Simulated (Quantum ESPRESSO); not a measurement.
# MnB: parallel and opposed starts

Aim: find out which collinear order of MnB costs least.

Calculated with Quantum ESPRESSO 7.5; PBEsol; plane waves with GBRV 1.5 PBEsol potentials, no spin-orbit coupling.

This is a report of a sequence of runs, with most program output left out.

### 1. The starting structure

It takes space group Pnma (No. 62, orthorhombic). The conventional cell has a = 5.563 Å, b = 2.977 Å, c = 4.147 Å, α = 90.00°, β = 90.00°, γ = 90.00°. Nearest to Mn lie 7 B at 2.19 to 2.25 Å. Nearest to B lie 2 B at 1.80 Å and 7 Mn at 2.19 to 2.25 Å. Farther neighbours are not listed.

The cell comes from the Crystallography Open Database.

### 2. Run 1 (ferro ++++)

The signs are those of the starting moments on the seeded atoms, the atoms that are given a moment.

The input, pw.in:

```
&CONTROL
  calculation = 'scf'
  prefix = 'pwscf'
  outdir = './tmp'
  pseudo_dir = './pseudo'
  disk_io = 'nowf'
/
&SYSTEM
  ibrav = 0
  celldm(1) = 8
  nat = 8
  ntyp = 2
  ecutwfc = 40
  ecutrho = 280
  nbnd = 55
  occupations = 'smearing'
  smearing = 'fd'
  degauss = 0.00734986
  nspin = 2
  starting_magnetization(1) = 0.2333
  starting_magnetization(2) = 0
/
&ELECTRONS
  conv_thr = 1.6d-08
  electron_maxstep = 150
  mixing_beta = 0.3
/
ATOMIC_SPECIES
Mn     54.9380 mn_pbesol_v1.5.uspp.F.UPF
B      10.8100 b_pbesol_v1.4.uspp.F.UPF
CELL_PARAMETERS alat
   1.3141112951810    0.0000000000000    0.0000000000000
   0.0000000000000    0.7031789017615    0.0000000000000
   0.0000000000000    0.0000000000000    0.9796441802839
ATOMIC_POSITIONS crystal
Mn      0.1758800000    0.2500000000    0.1208300000
Mn      0.3241200000    0.7500000000    0.6208300000
Mn      0.6758800000    0.2500000000    0.3791700000
Mn      0.8241200000    0.7500000000    0.8791700000
B       0.0341000000    0.2500000000    0.6128000000
B       0.4659000000    0.7500000000    0.1128000000
B       0.5341000000    0.2500000000    0.8872000000
B       0.9659000000    0.7500000000    0.3872000000
K_POINTS automatic
8 8 8 0 0 0
```

Command:

```bash
$ OMP_NUM_THREADS=1 mpirun -n 4 pw.x -nk 4 -in pw.in > pw.out
```

The job ended after 87 s (4 MPI ranks of Intel Xeon Platinum 8559C (Emerald Rapids), shared host; peak memory 0.83 GiB; 5.8 min of CPU time).

Spin moment in the atom's sphere by atom:

| atom | spin moment in the atom's sphere (μB) |
| --- | --- |
| Mn1 | 1.85 |
| Mn2 | 1.85 |
| Mn3 | 1.85 |
| Mn4 | 1.85 |
| B5 | -0.07 |
| B6 | -0.07 |
| B7 | -0.07 |
| B8 | -0.07 |

Numbers from this step:

- smearing term TS: 0.1353 eV
- magnetization: 7.482 μB
- absolute magnetization: 8.351 μB
- final state: ferromagnetic

### 3. Start 2: antiferro +−−+

The input, pw.in:

```
&CONTROL
  calculation = 'scf'
  prefix = 'pwscf'
  outdir = './tmp'
  pseudo_dir = './pseudo'
  disk_io = 'nowf'
/
&SYSTEM
  ibrav = 0
  celldm(1) = 8
  nat = 8
  ntyp = 3
  ecutwfc = 40
  ecutrho = 280
  nbnd = 48
  occupations = 'smearing'
  smearing = 'fd'
  degauss = 0.00734986
  nspin = 2
  starting_magnetization(1) = 0.2333
  starting_magnetization(2) = -0.2333
  starting_magnetization(3) = 0
/
&ELECTRONS
  conv_thr = 1.6d-08
  electron_maxstep = 150
  mixing_beta = 0.3
/
ATOMIC_SPECIES
Mn1    54.9380 mn_pbesol_v1.5.uspp.F.UPF
Mn2    54.9380 mn_pbesol_v1.5.uspp.F.UPF
B      10.8100 b_pbesol_v1.4.uspp.F.UPF
CELL_PARAMETERS alat
   1.3141112951810    0.0000000000000    0.0000000000000
   0.0000000000000    0.7031789017615    0.0000000000000
   0.0000000000000    0.0000000000000    0.9796441802839
ATOMIC_POSITIONS crystal
Mn1     0.1758800000    0.2500000000    0.1208300000
Mn2     0.3241200000    0.7500000000    0.6208300000
Mn2     0.6758800000    0.2500000000    0.3791700000
Mn1     0.8241200000    0.7500000000    0.8791700000
B       0.0341000000    0.2500000000    0.6128000000
B       0.4659000000    0.7500000000    0.1128000000
B       0.5341000000    0.2500000000    0.8872000000
B       0.9659000000    0.7500000000    0.3872000000
K_POINTS automatic
8 8 8 0 0 0
```

Elapsed: 2.3 min, on 4 MPI ranks; peak memory 0.91 GiB; 9.1 min of CPU time.

Spin moment in the atom's sphere by atom:

| atom | spin moment in the atom's sphere (μB) |
| --- | --- |
| Mn1 | 1.27 |
| Mn2 | -1.27 |
| Mn3 | -1.27 |
| Mn4 | 1.27 |
| B5 | -0.01 |
| B6 | 0.01 |
| B7 | 0.01 |
| B8 | -0.01 |

Numbers from this step:

```
smearing term TS       : 0.2658 eV
magnetization          : 0 μB
absolute magnetization : 5.652 μB
final state            : antiferromagnetic
```

### 4. Run 3 (antiferro +−+−)

Edit pw.in of step 3 so:

```diff
@@ -39,4 +39,4 @@
 Mn2     0.3241200000    0.7500000000    0.6208300000
-Mn2     0.6758800000    0.2500000000    0.3791700000
-Mn1     0.8241200000    0.7500000000    0.8791700000
+Mn1     0.6758800000    0.2500000000    0.3791700000
+Mn2     0.8241200000    0.7500000000    0.8791700000
 B       0.0341000000    0.2500000000    0.6128000000
```

It took 1.8 min on 4 MPI ranks; peak memory 0.78 GiB; 7.3 min of CPU time.

Spin moment in the atom's sphere by atom:

| atom | spin moment in the atom's sphere (μB) |
| --- | --- |
| Mn1 | 1.43 |
| Mn2 | -1.43 |
| Mn3 | 1.43 |
| Mn4 | -1.43 |
| B5 | 0.01 |
| B6 | -0.01 |
| B7 | 0.01 |
| B8 | -0.01 |

Numbers from this step:

| Property | Result |
| --- | --- |
| smearing term TS | 0.2760 eV |
| magnetization | 0 μB |
| absolute magnetization | 6.433 μB |
| final state | antiferromagnetic |

### 5. Energies of the orders

An order is kept where moments of 0.15 μB or more survive with the typed signs; meshes match where a doubled cell samples the same k points as the first cell.

Orders:

| start | final state | typed order kept | energy over the lowest (meV a seeded atom) | largest site moment (μB) | net moment (μB a cell of the first run) | mesh matched | CPU time (s) |
| --- | --- | --- | --- | --- | --- | --- | --- |
| ferro ++++ | ferromagnetic | yes | 0 | 1.85 | 7.482 | yes | 347.5 |
| antiferro +--+ | antiferromagnetic | yes | 164.7 | 1.266 | 0 | yes | 548.1 |
| antiferro +-+- | antiferromagnetic | yes | 169.4 | 1.428 | 0.00192 | yes | 436.7 |

### 6. Summary of results

```
lowest state found      : ferromagnetic (from ferro ++++)
largest site moment     : 1.85 μB
next state with moments : antiferromagnetic, 165 meV a seeded atom higher
```

What this shows: This is the lowest of 3 collinear or spinless starts, no proof of the ground state. Energies are free energies at an electronic temperature of 1160 K, which lowers moments and differences where the moments are itinerant.

[Logs and program files are shortened in this print: banners, set-up blocks, solver, clock and traceback lines can be left out without a mark of their own.]

[Logs are printed without paths, hosts, clocks, repeated set-up lines and the standing remarks that a program may print on its own settings, such as how far it seeks lower states.]

[Hosts, paths, dates, database ids (printed as entryN), source tags and the programs' standing remarks are cut or masked in the printed files.]

[Where a cell is said to come from a database of computed structures, the database is the Materials Project.]
